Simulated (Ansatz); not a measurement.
**Vibrations of species on Mo(110)**

Aim: bond lengths and vibrational modes of species bound on Mo(110).

Main program and level: Ansatz 0.2.0; DFT PBE, scalar-relativistic, plane waves, PAW; PAW set soft_1.

Most raw output is cut from this account.

### 1. The bulk crystal behind the slab

It takes space group Im-3m (No. 229, cubic). Conventional cell: a = 3.160 Å, b = 3.160 Å, c = 3.160 Å, α = 90.00°, β = 90.00°, γ = 90.00°. Nearest to Mo lie 8 Mo at 2.74 Å.

### 2. Relaxation of the host

The host crystal is relaxed at the same level, and its volume sets the scale of the cells that follow.

Contents of input.yaml:

```yaml
crystal:
  lattice:
    - [-1.58, 1.58, 1.58]
    - [1.58, -1.58, 1.58]
    - [1.58, 1.58, -1.58]
  atoms:
    - { symbol: Mo, position: [0.0, 0.0, 0.0] }
kpoints:
  mp_grid: { grid: [22, 22, 22] }
hamiltonian:
  xc: pbe
  pseudopotentials: { kind: paw, azcp: { folder: soft_1 } }
scf:
  occupations: { method: methfessel_paxton, width: 0.15 }
output:
  forces: true
  stress: true
  eigenvalues: true
relax:
  adjacent_minimum: "off"
  f_tol: 0.002
  max_steps: 60
  cell: { stress_tol: 0.02 }
```

Started as:

```sh
> ansatz run input.yaml --threads 8 --pin off --max-ram 20480MiB --backend cpu --events-out ev --progress --plain --runs-dir out
```

Elapsed: 2.6 s, on 8 threads of Intel Xeon at 2.70GHz, shared host; peak memory 0.39 GiB.

Little changed from the start: no atom moved by 0.005 Å and no cell edge by 0.1 %.

Numbers from this step:

```
pressure          : 6.11e-4 GPa
volume per atom   : 15.79 Å³
gap on the k-mesh : 0 eV
```

The forces vanish by symmetry.

### 3. Relaxation in the fixed cell: F at the threefold hollow site, 1 monolayer

The slab carries F at the threefold hollow site, 1 monolayer. Its plane takes the lattice constant of the bulk relaxed at this level. The lowest layers are held, and the other atoms relax. The program lengthens the typed cell of 22.9 Å along the normal to 39.6 Å, as its cut-off of the electrostatics needs, and moves no atom.

System of this step: F at the threefold hollow site, 1 monolayer on Mo(110). The cell holds 5 atoms: 4 Mo and 1 F. Cell: a = 3.161 Å, b = 2.737 Å, c = 39.555 Å, α = 90.0°, β = 90.0°, γ = 54.7°. It derives from Mo. Vacuum lies along c.

Contents of input.yaml:

```yaml
crystal:
  lattice:
    - [3.1607549426, 0.0, 0.0]
    - [1.5803774713, 2.2349938257, 0.0]
    - [0.0, 0.0, 22.8810951229]
  atoms:
    - { symbol: Mo, position: [0.5, 0.0, 0.32786] }
    - { symbol: Mo, position: [0.0, 0.0, 0.425538] }
    - { symbol: Mo, position: [0.5, 0.0, 0.523217] }
    - { symbol: Mo, position: [0.0, 0.0, 0.620895] }
    - { symbol: F, position: [0.375, 0.25, 0.67214] }
  periodic: [true, true, false]
kpoints:
  mp_grid: { grid: [12, 12, 1] }
hamiltonian:
  xc: pbe
  pseudopotentials: { kind: paw, azcp: { folder: soft_1 } }
scf:
  occupations: { method: methfessel_paxton, width: 0.15 }
output:
  forces: true
  eigenvalues: true
relax:
  adjacent_minimum: "off"
  f_tol: 0.003
  max_steps: 120
  constraints: [{ sites: [0, 1] }]
```

It took 46 s on 8 threads; peak memory 1 GiB.

This run has no spin polarisation although its electron count is odd.

Relaxation path:

```csv
step,energy less that of the first step (eV),largest force component (eV/Å)
1,0.0000,4.3448
2,-0.5419,0.8940
3,-0.6916,0.2181
4,-0.6991,0.1102
5,-0.7007,0.0294
6,-0.7007,0.0032
7,-0.7007,0.0002
```

The run keeps the 2 symmetry operations that it works with, so distortions that break them were not tested.

The atoms that moved most (Å):

```
atom     dx      dy      dz  length
  F5  0.000   0.111   0.253   0.277
 Mo4  0.000  -0.097  -0.069   0.119
 Mo3  0.000  -0.016   0.005   0.017
```

Final coordinates:

```cif
data_structure
_symmetry_space_group_name_H-M 'P 1'
_symmetry_Int_Tables_number 1
_cell_length_a 3.1608
_cell_length_b 2.7373
_cell_length_c 39.5550
_cell_angle_alpha 90.000
_cell_angle_beta 90.000
_cell_angle_gamma 54.736
_cell_volume 279.43
loop_
_atom_site_label
_atom_site_type_symbol
_atom_site_fract_x
_atom_site_fract_y
_atom_site_fract_z
_atom_site_occupancy
Mo1 Mo 0.50000 0.00000 0.18965 1
Mo2 Mo 0.00000 0.00000 0.24616 1
Mo3 Mo 0.50367 0.99267 0.30278 1
Mo4 Mo 0.02172 0.95655 0.35743 1
F5 F 0.35009 0.29981 0.39521 1
```

The largest force component left on a free atom is 0.18 meV/Å.

### 4. Modes of the chosen sites: F at the threefold hollow site, 1 monolayer

Only 2 sites are displaced (1 Mo and 1 F), with their periodic images, and all others stay at rest. This gives the modes that are localised on these sites for less work than the whole matrix.

input.yaml, the sections that differ from step 3:

```yaml
crystal:
  lattice:
    - [3.1607549426, 0.0, 0.0]
    - [1.5803774713, 2.2349938257, 0.0]
    - [0.0, 0.0, 39.5550068578]
  atoms:
    - { symbol: Mo, position: [0.5, 0.0, 0.189654773] }
    - { symbol: Mo, position: [0.0, 0.0, 0.2461578503] }
    - { symbol: Mo, position: [0.503665528, -0.007331056, 0.3027774805] }
    - { symbol: Mo, position: [0.0217235576, -0.0434471152, 0.3574325129] }
    - { symbol: F, position: [0.3500946119, 0.2998107763, 0.3952126996] }
  periodic: [true, true, false]
output:
  eigenvalues: true
phonons:
  method: fd
  supercell: [1, 1, 1]
  displaced_sites: [3, 4]
  rigid_motions: translations
# kpoints, hamiltonian, scf: as in step 3
# relax: removed
```

Run time: 67 s. Hardware: 8 threads; peak memory 1.3 GiB; 8.1 min of CPU time.

This run has no spin polarisation, although Mo can carry a moment.

The other atoms of the cell are at rest; shares are of the kinetic energy, a minus sign marks an imaginary mode, and where like sites share a mode the one named is one choice of several. Modes of the displaced sites:

| mode | frequency (cm⁻¹) | share of Mo (%) | share of F (%) | site with the largest share | its share (%) |
| --- | --- | --- | --- | --- | --- |
| 1 | 15.4 | 47 | 53 | F5 | 53 |
| 2 | 79.7 | 53 | 47 | Mo4 | 53 |
| 3 | 87.5 | 77 | 23 | Mo4 | 77 |
| 4 | 133.9 | 81 | 19 | Mo4 | 81 |
| 5 | 254.0 | 23 | 77 | F5 | 77 |
| 6 | 484.8 | 18 | 82 | F5 | 82 |

The highest mode of the block lies at 484.8 cm⁻¹; the acoustic sum rule moved it by 0.0 cm⁻¹.

### 5. Relaxation in the fixed cell: F at the threefold hollow site, 0.5 monolayer

The slab carries F at the threefold hollow site, 0.5 monolayer. Its plane takes the lattice constant of the bulk relaxed at this level. The lowest layers are held, and the other atoms relax. The program lengthens the typed cell of 22.9 Å along the normal to 39.6 Å, as its cut-off of the electrostatics needs, and moves no atom.

System of this step: F at the threefold hollow site, 0.5 monolayer on Mo(110). The cell holds 9 atoms: 8 Mo and 1 F. Cell: a = 6.322 Å, b = 2.737 Å, c = 39.555 Å, α = 90.0°, β = 90.0°, γ = 54.7°. It derives from Mo. Vacuum lies along c.

Contents of input.yaml:

```yaml
crystal:
  lattice:
    - [6.3215098853, 0.0, 0.0]
    - [1.5803774713, 2.2349938257, 0.0]
    - [0.0, 0.0, 22.8810951229]
  atoms:
    - { symbol: Mo, position: [0.75, 0.0, 0.32786] }
    - { symbol: Mo, position: [0.25, 0.0, 0.32786] }
    - { symbol: Mo, position: [0.0, 0.0, 0.425538] }
    - { symbol: Mo, position: [0.5, 0.0, 0.425538] }
    - { symbol: Mo, position: [0.75, 0.0, 0.523217] }
    - { symbol: Mo, position: [0.25, 0.0, 0.523217] }
    - { symbol: Mo, position: [0.0, 0.0, 0.620895] }
    - { symbol: Mo, position: [0.5, 0.0, 0.620895] }
    - { symbol: F, position: [0.1875, 0.25, 0.67214] }
  periodic: [true, true, false]
kpoints:
  mp_grid: { grid: [6, 12, 1] }
hamiltonian:
  xc: pbe
  pseudopotentials: { kind: paw, azcp: { folder: soft_1 } }
scf:
  occupations: { method: methfessel_paxton, width: 0.15 }
output:
  forces: true
  eigenvalues: true
relax:
  adjacent_minimum: "off"
  f_tol: 0.003
  max_steps: 120
  constraints: [{ sites: [0, 1, 2, 3] }]
```

Run time: 3.8 min. Hardware: 8 threads; peak memory 2.5 GiB.

Step by step:

```
step  energy less that of the first step (eV)  largest force component (eV/Å)
   1                                   0.0000                          3.6884
   2                                  -0.6295                          1.3073
   3                                  -0.7084                          0.5948
   4                                  -0.7247                          0.4143
   5                                  -0.7488                          0.1462
   6                                  -0.7608                          0.0403
   7                                  -0.7613                          0.0159
   8                                  -0.7614                          0.0056
   9                                  -0.7614                          0.0020
```

The atoms that moved most (Å):

```
atom      dx      dy      dz  length
  F9   0.066   0.170   0.251   0.310
 Mo8   0.020  -0.155  -0.090   0.180
 Mo7   0.012   0.073  -0.015   0.076
 Mo6  -0.014   0.005   0.030   0.034
 Mo5  -0.010  -0.022  -0.020   0.031
```

The largest force component left on a free atom is 2.0 meV/Å.

### 6. Modes of the chosen sites: F at the threefold hollow site, 0.5 monolayer

Only 3 sites are displaced (2 Mo and 1 F), with their periodic images, and all others stay at rest. This gives the modes that are localised on these sites for less work than the whole matrix.

Contents of input.yaml:

```yaml
crystal:
  lattice:
    - [6.3215098853, 0.0, 0.0]
    - [1.5803774713, 2.2349938257, 0.0]
    - [0.0, 0.0, 39.5550068578]
  atoms:
    - { symbol: Mo, position: [0.75, 0.0, 0.189654773] }
    - { symbol: Mo, position: [0.25, 0.0, 0.189654773] }
    - { symbol: Mo, position: [0.0, 0.0, 0.2461578503] }
    - { symbol: Mo, position: [0.5, 0.0, 0.2461578503] }
    - { symbol: Mo, position: [0.7508360695, -0.0096698716, 0.302167579] }
    - { symbol: Mo, position: [0.2471363061, 0.0024395061, 0.3034173004] }
    - { symbol: Mo, position: [-0.0062312324, 0.0327988433, 0.3587795039] }
    - { symbol: Mo, position: [0.5205377545, -0.0693745453, 0.3568976009] }
    - { symbol: F, position: [0.1788034816, 0.3262739669, 0.3951512257] }
  periodic: [true, true, false]
kpoints:
  mp_grid: { grid: [6, 12, 1] }
hamiltonian:
  xc: pbe
  pseudopotentials: { kind: paw, azcp: { folder: soft_1 } }
scf:
  occupations: { method: methfessel_paxton, width: 0.15 }
output:
  eigenvalues: true
phonons:
  method: fd
  supercell: [1, 1, 1]
  displaced_sites: [6, 7, 8]
  rigid_motions: translations
```

Wall time 7.2 min (8 threads); peak memory 2.9 GiB; 53 min of CPU time.

The other atoms of the cell are at rest; shares are of the kinetic energy, a minus sign marks an imaginary mode, and where like sites share a mode the one named is one choice of several. Modes of the displaced sites:

| mode | frequency (cm⁻¹) | share of Mo (%) | share of F (%) | site with the largest share | its share (%) |
| --- | --- | --- | --- | --- | --- |
| 1 | 67.1 | 95 | 5 | Mo7 | 51 |
| 2 | 85.6 | 88 | 12 | Mo7 | 47 |
| 3 | 123.2 | 70 | 30 | Mo7 | 52 |
| 4 | 132.8 | 60 | 40 | Mo8 | 45 |
| 5 | 153.5 | 83 | 17 | Mo8 | 50 |
| 6 | 170.4 | 84 | 16 | Mo8 | 52 |
| 7 | 185.8 | 76 | 24 | Mo7 | 43 |
| 8 | 235.1 | 27 | 73 | F9 | 73 |
| 9 | 416.3 | 17 | 83 | F9 | 83 |

The highest mode of the block lies at 416.3 cm⁻¹; the acoustic sum rule moved it by 0.0 cm⁻¹.

### 7. Letting the atoms settle: F at the threefold hollow site, 0.25 monolayer

The slab carries F at the threefold hollow site, 0.25 monolayer. Its plane takes the lattice constant of the bulk relaxed at this level. The lowest layers are held, and the other atoms relax. The program lengthens the typed cell of 22.9 Å along the normal to 39.6 Å, as its cut-off of the electrostatics needs, and moves no atom.

System of this step: F at the threefold hollow site, 0.25 monolayer on Mo(110). The cell holds 17 atoms: 16 Mo and 1 F. Cell: a = 6.322 Å, b = 5.475 Å, c = 39.555 Å, α = 90.0°, β = 90.0°, γ = 54.7°. It derives from Mo. Vacuum lies along c.

Contents of input.yaml:

```yaml
crystal:
  lattice:
    - [6.3215098853, 0.0, 0.0]
    - [3.1607549426, 4.4699776489, 0.0]
    - [0.0, 0.0, 22.8810951229]
  atoms:
    - { symbol: Mo, position: [0.75, 0.5, 0.32786] }
    - { symbol: Mo, position: [0.25, 0.5, 0.32786] }
    - { symbol: Mo, position: [0.75, 0.0, 0.32786] }
    - { symbol: Mo, position: [0.25, 0.0, 0.32786] }
    - { symbol: Mo, position: [0.0, 0.0, 0.425538] }
    - { symbol: Mo, position: [0.5, 0.0, 0.425538] }
    - { symbol: Mo, position: [1.0, 0.5, 0.425538] }
    - { symbol: Mo, position: [0.5, 0.5, 0.425538] }
    - { symbol: Mo, position: [0.75, 0.5, 0.523217] }
    - { symbol: Mo, position: [0.25, 0.5, 0.523217] }
    - { symbol: Mo, position: [0.75, 0.0, 0.523217] }
    - { symbol: Mo, position: [0.25, 0.0, 0.523217] }
    - { symbol: Mo, position: [0.0, 0.0, 0.620895] }
    - { symbol: Mo, position: [0.5, 0.0, 0.620895] }
    - { symbol: Mo, position: [1.0, 0.5, 0.620895] }
    - { symbol: Mo, position: [0.5, 0.5, 0.620895] }
    - { symbol: F, position: [0.1875, 0.125, 0.67214] }
  periodic: [true, true, false]
kpoints:
  mp_grid: { grid: [6, 6, 1] }
hamiltonian:
  xc: pbe
  pseudopotentials: { kind: paw, azcp: { folder: soft_1 } }
scf:
  occupations: { method: methfessel_paxton, width: 0.15 }
output:
  forces: true
  eigenvalues: true
relax:
  adjacent_minimum: "off"
  f_tol: 0.003
  max_steps: 120
  constraints: [{ sites: [0, 1, 2, 3, 4, 5, 6, 7] }]
```

Elapsed: 5.2 min, on 8 threads; peak memory 5.6 GiB.

The steps of the relaxation:

```csv
step,energy less that of the first step (eV),largest force component (eV/Å)
1,0.0000,3.4395
2,-0.6370,1.2962
3,-0.7522,0.5905
4,-0.8132,0.2533
5,-0.8290,0.0968
6,-0.8320,0.0298
7,-0.8322,0.0098
8,-0.8321,0.0105
9,-0.8322,0.0018
```

Relaxation step 8 was tried and not accepted.

Forces are held to the 2 operations that the run works with; a distortion that breaks them can't arise in this run.

The atoms that moved most (Å):

```csv
atom,dx,dy,dz,length
F17,0.000,0.266,0.264,0.375
Mo16,0.000,-0.082,-0.144,0.165
Mo15,0.000,0.127,-0.038,0.133
Mo14,-0.003,-0.079,-0.045,0.091
Mo13,0.003,-0.079,-0.045,0.091
Mo11,0.000,-0.024,-0.016,0.029
Mo9,0.007,-0.011,0.018,0.022
Mo10,-0.007,-0.011,0.018,0.022
```

The largest force component left on a free atom is 1.8 meV/Å.

### 8. Force constants among chosen sites: F at the threefold hollow site, 0.25 monolayer

Only 4 sites are displaced (3 Mo and 1 F), with their periodic images, and all others stay at rest. This gives the modes that are localised on these sites for less work than the whole matrix.

Contents of input.yaml:

```yaml
crystal:
  lattice:
    - [6.3215098853, 0.0, 0.0]
    - [3.1607549426, 4.4699776489, 0.0]
    - [0.0, 0.0, 39.5550068578]
  atoms:
    - { symbol: Mo, position: [0.75, 0.5, 0.189654773] }
    - { symbol: Mo, position: [0.25, 0.5, 0.189654773] }
    - { symbol: Mo, position: [0.75, 0.0, 0.189654773] }
    - { symbol: Mo, position: [0.25, 0.0, 0.189654773] }
    - { symbol: Mo, position: [0.0, 0.0, 0.2461578503] }
    - { symbol: Mo, position: [0.5, 0.0, 0.2461578503] }
    - { symbol: Mo, position: [1.0, 0.5, 0.2461578503] }
    - { symbol: Mo, position: [0.5, 0.5, 0.2461578503] }
    - { symbol: Mo, position: [0.7523940361, 0.4975799146, 0.3031058142] }
    - { symbol: Mo, position: [0.2500260493, 0.4975799146, 0.3031058142] }
    - { symbol: Mo, position: [0.7527212361, -0.0054424722, 0.3022484885] }
    - { symbol: Mo, position: [0.2489610098, 0.0020779804, 0.3030790053] }
    - { symbol: Mo, position: [0.0093162743, -0.017612031, 0.3580155456] }
    - { symbol: Mo, position: [0.5082957567, -0.017612031, 0.3580155456] }
    - { symbol: Mo, position: [0.9857448683, 0.5285102634, 0.3582100409] }
    - { symbol: Mo, position: [0.5091935197, 0.4816129607, 0.3555364836] }
    - { symbol: F, position: [0.1577898217, 0.1844203566, 0.3954904121] }
  periodic: [true, true, false]
kpoints:
  mp_grid: { grid: [6, 6, 1] }
hamiltonian:
  xc: pbe
  pseudopotentials: { kind: paw, azcp: { folder: soft_1 } }
scf:
  occupations: { method: methfessel_paxton, width: 0.15 }
output:
  eigenvalues: true
phonons:
  method: fd
  supercell: [1, 1, 1]
  displaced_sites: [12, 13, 14, 16]
  rigid_motions: translations
```

Run time: 12 min. Hardware: 8 threads; peak memory 6.5 GiB; 88 min of CPU time.

The other atoms of the cell are at rest; shares are of the kinetic energy, a minus sign marks an imaginary mode, and where like sites share a mode the one named is one choice of several. Modes of the displaced sites:

| mode | frequency (cm⁻¹) | share of Mo (%) | share of F (%) | site with the largest share | its share (%) |
| --- | --- | --- | --- | --- | --- |
| 1 | 83.4 | 100 | 0 | Mo13 | 47 |
| 2 | 97.6 | 93 | 7 | Mo15 | 49 |
| 3 | 114.6 | 59 | 41 | F17 | 41 |
| 4 | 120.5 | 63 | 37 | F17 | 37 |
| 5 | 125.5 | 99 | 1 | Mo14 | 39 |
| 6 | 131.4 | 85 | 15 | Mo13 | 36 |
| 7 | 157.1 | 100 | 0 | Mo13 | 46 |
| 8 | 164.6 | 92 | 8 | Mo15 | 64 |
| 9 | 168.3 | 77 | 23 | Mo15 | 39 |
| 10 | 180.6 | 78 | 22 | Mo15 | 56 |
| 11 | 199.6 | 35 | 65 | F17 | 65 |
| 12 | 391.0 | 18 | 82 | F17 | 82 |

The highest mode of the block lies at 391.0 cm⁻¹; the acoustic sum rule moved it by 0.0 cm⁻¹.

### 9. All members side by side

The members are set side by side.

The anchoring bond is the shortest distance from the first added atom to the slab, and like atoms elsewhere in the cell can differ; degenerate modes stand as often as they occur. The species side by side:

```csv
species,coverage (monolayer),anchoring bond,its length (Å),highest level (cm⁻¹),second (cm⁻¹),third (cm⁻¹)
F at the threefold hollow site,1,F-Mo,2.095,484.8,254,133.9
F at the threefold hollow site,0.5,F-Mo,2.137,416.3,235.1,185.8
F at the threefold hollow site,0.25,F-Mo,2.131,391,199.6,180.6
```

### 10. Results

```json
{
 "highest mode of the block of 2 sites, F at the threefold hollow site, 1 monolayer": "484.8 cm⁻¹",
 "highest mode of the block of 3 sites, F at the threefold hollow site, 0.5 monolayer": "416.3 cm⁻¹",
 "highest mode of the block of 4 sites, F at the threefold hollow site, 0.25 monolayer": "391.0 cm⁻¹"
}
```

With F at the threefold hollow site, 1 monolayer the highest mode of the block lies at 485 cm⁻¹, 82 % on F and 18 % on Mo. With F at the threefold hollow site, 0.5 monolayer the highest mode of the block lies at 416 cm⁻¹, 83 % on F and 17 % on Mo. With F at the threefold hollow site, 0.25 monolayer the highest mode of the block lies at 391 cm⁻¹, 82 % on F and 18 % on Mo. With all atoms beyond the displaced ones at rest, modes that spread into the slab are only rough; stretches of light atoms, well above the modes of the substrate atoms, are the least affected. Periodic images of the cell move in phase at the zone centre, so coupling to the images is part of these frequencies. These are harmonic frequencies at zero temperature: anharmonic shifts, linewidths and thermal expansion are left out. The runs are without spin polarisation, although the cell has an odd electron count.

[Logs are printed without paths, hosts, clocks, repeated set-up lines and the standing remarks that a program may print on its own settings, such as how far it seeks lower states.]

[Hosts, paths, dates, database ids (printed as entryN), source tags and the programs' standing remarks are cut or masked in the printed files.]
